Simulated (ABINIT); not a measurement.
# Beyond one shot: SrTiO3 (Tausonite), part 3 of 3

Wanted: G0W0 and self-consistent gaps of SrTiO3 (Tausonite), with the cost of the cycles.

ABINIT 10.8.3; LDA and many-body steps on it, plane waves. Known limits of the many-body steps: not at the basis limit; no spin-orbit coupling; coarse k mesh.

So far. Step 10 (evGW, cycle 1): Against G0W0 in ABINIT (4×4×4 mesh, 200 bands, screening to 179.6 eV, Godby-Needs plasmon pole), the gap moves by +0.961 eV. Step 13 (evGW, cycle 2): Against the cycle before, the gap moves by +0.101 eV.

### 14. Screening, 4×4×4 mesh, 200 bands, screening to 179.6 eV

This step: RPA screening on LDA, plane waves, norm-conserving pseudopotentials.

run.abi reads:

```
acell 3*1.0 Angstrom
rprim 
  3.905280000000 0.000000000000 0.000000000000
  0.000000000000 3.905280000000 0.000000000000
  0.000000000000 0.000000000000 3.905280000000
ntypat 3
znucl 38 22 8
natom 5
typat 1 2 3 3 3
xred 
  0.500000000000 0.500000000000 0.500000000000
  0.000000000000 0.000000000000 0.000000000000
  0.500000000000 0.000000000000 0.000000000000
  0.000000000000 0.500000000000 0.000000000000
  0.000000000000 0.000000000000 0.500000000000
pp_dirpath "pseudos"
pseudos "Sr.upf, Ti.upf, O.upf"
ecut 38
ngkpt 4 4 4
nshiftk 1
shiftk 0 0 0
kptopt 1
chksymbreak 0
istwfk *1
occopt 1
irdwfk 1
optdriver 3
nband 200
ecuteps 6.6
inclvkb 2
awtr 1
symchi 1
gwcalctyp 10
mbpt_sciss 2.979 eV
nqptdm 1
qptdm 
  0 0 0
indata_prefix "in"
outdata_prefix "out"
tmpdata_prefix "tmp"
```

Launch:

```bash
OMP_NUM_THREADS=1 mpirun -n 4 abinit run.abi > log
```

The log of the run:

```text
.Version 10.8.3 of ABINIT. v10.8.2 released Aug 2026.

 Symmetries : space group Pm -3 m (#221); Bravais cP (primitive cubic)
[... echo of the input left out ...]
== DATASET  1 ==================================================================
-   mpi_nproc: 4, omp_nthreads: 1 (-1 if OMP is not activated)

--- !DatasetInfo
iteration_state: {dtset: 1, }
dimensions: {natom: 5, nkpt: 10, mband: 200, nsppol: 1, nspinor: 1, nspden: 1, mpw: 4632, }
cutoff_energies: {ecut:  38.0, pawecutdg:  -1.0, }
[...]
[... chi0 elements left out ...]
 For q-point:  0.000010 0.000020 0.000030
  dielectric constant =   4.7004
  dielectric constant without local fields =   4.9436

  Average fulfillment of the sum rule on Im[epsilon] for q-point    1 :     81.16  [%]
[... wings left out ...]
== END DATASET(S) ==============================================================
================================================================================

 -outvars: echo values of variables after computation  --------
           etotal      0.0000000000E+00
            nband         200
             nkpt          10
          spgroup         221
 [... the other variables as echoed above ...]

 Calculation completed.
```

Run time: 35 s. Hardware: 4 MPI ranks of Arm Neoverse V1, shared host; peak memory 1.7 GiB.

Numbers from this step:

* ε∞ with local fields, on this mesh, along the program's q direction: 4.700
* the same without local fields: 4.944
* plasma frequency: 30.43 eV
* plane waves in the screening matrix: 341

This screening uses the functional's bands under a rigid shift, the mean opening of the cycle before.

### 15. Screening, 4×4×4 mesh, 200 bands, screening to 179.6 eV

This step: RPA screening on LDA from quasiparticle energies, plane waves, norm-conserving pseudopotentials.

run.abi, as its differences from that of step 14:

```diff
@@ -32,7 +32,15 @@
 symchi 1
+irdqps 1
 gwcalctyp 10
-mbpt_sciss 2.979 eV
-nqptdm 1
+nqptdm 9
 qptdm 
-  0 0 0
+  0.2500000000 0.0000000000 0.0000000000
+  0.5000000000 0.0000000000 0.0000000000
+  0.2500000000 0.2500000000 0.0000000000
+  0.5000000000 0.2500000000 0.0000000000
+  0.5000000000 0.5000000000 0.0000000000
+  0.2500000000 0.2500000000 0.2500000000
+  0.5000000000 0.2500000000 0.2500000000
+  0.5000000000 0.5000000000 0.2500000000
+  0.5000000000 0.5000000000 0.5000000000
 indata_prefix "in"
```

mrgscr.stdin reads:

```
2
merged
q0_SCR
out_SCR
1
```

Launch:

```bash
OMP_NUM_THREADS=1 mpirun -n 4 abinit run.abi > log; mrgscr < mrgscr.stdin
```

The log of the run:

```text
.Version 10.8.3 of ABINIT. v10.8.2 released Aug 2026.

 Symmetries : space group Pm -3 m (#221); Bravais cP (primitive cubic)
[... echo of the input left out ...]
== DATASET  1 ==================================================================
-   mpi_nproc: 4, omp_nthreads: 1 (-1 if OMP is not activated)

--- !DatasetInfo
iteration_state: {dtset: 1, }
dimensions: {natom: 5, nkpt: 10, mband: 200, nsppol: 1, nspinor: 1, nspden: 1, mpw: 4632, }
cutoff_energies: {ecut:  38.0, pawecutdg:  -1.0, }
[...]
q-point number  1        q = ( 0.250000, 0.000000, 0.000000) [r.l.u.]
--------------------------------------------------------------------------------
[... chi0 elements left out ...]
  Average fulfillment of the sum rule on Im[epsilon] for q-point    2 :     89.86  [%]

--------------------------------------------------------------------------------
  q-point number  2        q = ( 0.500000, 0.000000, 0.000000) [r.l.u.]
--------------------------------------------------------------------------------
[... chi0 elements left out ...]
  Average fulfillment of the sum rule on Im[epsilon] for q-point    3 :     84.29  [%]

 [... 7 further q-points ...]
```

It took 2.5 min on 4 MPI ranks; peak memory 1.6 GiB.

This step gave:

* plasma frequency: 30.43 eV
* plane waves in the screening matrix: 341

This screening reads the quasiparticle levels of the cycle before.

### 16. evGW, cycle 3

This step: evGW on LDA, plane waves, norm-conserving pseudopotentials.

run.abi, as its differences from that of step 15:

```diff
@@ -26,12 +26,10 @@
 irdwfk 1
-optdriver 3
+optdriver 4
 nband 200
-ecuteps 6.6
-inclvkb 2
-awtr 1
-symchi 1
-irdqps 1
 gwcalctyp 10
-nqptdm 9
-qptdm 
+ecutsigx 38
+symsigma 1
+nkptgw 10
+kptgw 
+  0.0000000000 0.0000000000 0.0000000000
   0.2500000000 0.0000000000 0.0000000000
@@ -45,2 +43,17 @@
   0.5000000000 0.5000000000 0.5000000000
+bdgw 
+  12 31
+  12 31
+  12 31
+  12 31
+  12 31
+  12 31
+  12 31
+  12 31
+  12 31
+  12 31
+ecuteps 6.6
+irdscr 1
+ppmodel 1
+irdqps 1
 indata_prefix "in"
```

Launch:

```bash
OMP_NUM_THREADS=1 mpirun -n 4 abinit run.abi > log
```

The log of the run:

```text
.Version 10.8.3 of ABINIT. v10.8.2 released Aug 2026.

 Symmetries : space group Pm -3 m (#221); Bravais cP (primitive cubic)
[... echo of the input left out ...]
== DATASET  1 ==================================================================
-   mpi_nproc: 4, omp_nthreads: 1 (-1 if OMP is not activated)

--- !DatasetInfo
iteration_state: {dtset: 1, }
dimensions: {natom: 5, nkpt: 10, mband: 200, nsppol: 1, nspinor: 1, nspden: 1, mpw: 4632, }
cutoff_energies: {ecut:  38.0, pawecutdg:  -1.0, }
[...]
.  kptgw no:  3; Maximum DeltaE = (  -0.011   0.000) for band index: 16
[...]
.  kptgw no:  9; Maximum DeltaE = (  -0.007  -0.000) for band index: 18
.  kptgw no: 10; Maximum DeltaE = (  -0.014   0.015) for band index: 16

== END DATASET(S) ==============================================================
================================================================================

 -outvars: echo values of variables after computation  --------
           etotal      0.0000000000E+00
            nband         200
             nkpt          10
          spgroup         221
 [... the other variables as echoed above ...]

 Calculation completed.
```

It took 21 min on 4 MPI ranks; peak memory 2.4 GiB; 83 min of CPU time.

This step gave:

```yaml
quasiparticle_gap_on_the_mesh: 4.649 eV
gap_of_the_density_functional_on_the_mesh: 1.808 eV
k_of_the_valence_top: 0.5, 0.5, 0.5
k_of_the_conduction_bottom: 0, 0, 0
least_direct_quasiparticle_gap_on_the_computed_points: 5.002 eV
```

Against the cycle before, the gap moves by +0.016 eV.

### 17. The runs together

Times are wall times on 4 MPI ranks of Arm Neoverse V1, shared host, good to a factor of about two. A run's time includes the screening step that it read.

```csv
run,mesh,bands,screening cutoff (eV),DFT gap (eV),gap on the mesh (eV),direct (eV),ε∞ used,time
G0W0,4×4×4,200,179.6,1.808,3.571,3.947,6.67,5.3 min
"evGW0, cycle 1",4×4×4,200,179.6,1.808,4.071,4.450,6.67,25 min
"evGW0, cycle 2",4×4×4,200,179.6,1.808,3.924,4.296,6.67,24 min
"evGW0, cycle 3",4×4×4,200,179.6,1.808,3.926,4.300,6.67,24 min
"evGW, cycle 1",4×4×4,200,179.6,1.808,4.532,4.885,5.02,24 min
"evGW, cycle 2",4×4×4,200,179.6,1.808,4.633,4.986,4.74,24 min
"evGW, cycle 3",4×4×4,200,179.6,1.808,4.649,5.002,4.70,24 min
```

### 18. Summary of results

| Item | Value |
| --- | --- |
| G0W0 | 3.571 eV |
| evGW0, cycle 1 | 4.071 eV |
| evGW0, cycle 2 | 3.924 eV |
| evGW0, cycle 3 | 3.926 eV |
| evGW, cycle 1 | 4.532 eV |
| evGW, cycle 2 | 4.633 eV |
| evGW, cycle 3 | 4.649 eV |
| known limits | not at the basis limit; no spin-orbit coupling; coarse k mesh |

In words: Only the bands that the input lists are updated; the others, empty or deep, keep the functional's energies or take a rigid shift. The evGW loop starts from the last levels of evGW0, so its cycles and time come on top of those. evGW0 ends at 3.93 eV, +0.35 eV from G0W0, after 3 cycles that took 62 min beside the first screening; the last moved the gap by 0.002 eV. evGW ends at 4.65 eV, +1.08 eV from G0W0, after 3 cycles that took 71 min beside the first screening; the last moved the gap by 0.016 eV. The first cycle of evGW0 takes the full correction, without the factor Z, so it overshoots the one-shot value. Against experiment, by evGW, cycle 3: the direct gap of 5.00 eV lies +1.23 eV from the measured 3.77 eV (direct, 300 K, 2013). An exciton line or allowed optical edge lies below the quasiparticle gap by the binding energy; a forbidden edge can push the onset above it. These are gaps on the mesh, at modest bands and cutoff. The calculation has static nuclei and no excitons; a measured gap holds zero-point and thermal motion, which mostly lowers it. Bands and cutoff are finite, so the gap is not at the basis limit. The miss can reach some tenths of an eV and take either sign; the mesh is an error of its own. The 4×4×4 mesh is coarse for this cell, which bears on the long-range parts of exchange and screening. This is the ideal cubic cell; many perovskites, halides above all, are cubic only on average, and local tilts or off-centring can widen the gap. In the updated screening the q = 0 part is built from Kohn-Sham bands under a rigid shift, the other q from the quasiparticle levels. The many-body steps are scalar-relativistic: spin-orbit coupling is not in them.

[Paths, hosts, dates, memory and timing lines, banners, echoed tables and standing remarks are left out of the program output.]

[Logs are printed without paths, hosts, clocks, repeated set-up lines and the standing remarks that a program may print on its own settings, such as how far it seeks lower states.]

[Runs of the session that timed out or met a known fault of the program may be left out.]

[Hosts, paths, dates, database ids (printed as entryN), source tags and the programs' standing remarks are cut or masked in the printed files.]

[G0W0 gaps are taken among the corrected bands and points alone; a level outside them can change the order at an edge.]

[Where Ansatz stands beside ABINIT at settings called matched, ABINIT's density can come from a denser mesh and the files from another edition; pairs whose starting gaps differed by over 0.03 eV were left out, so agreement reads better than it is.]
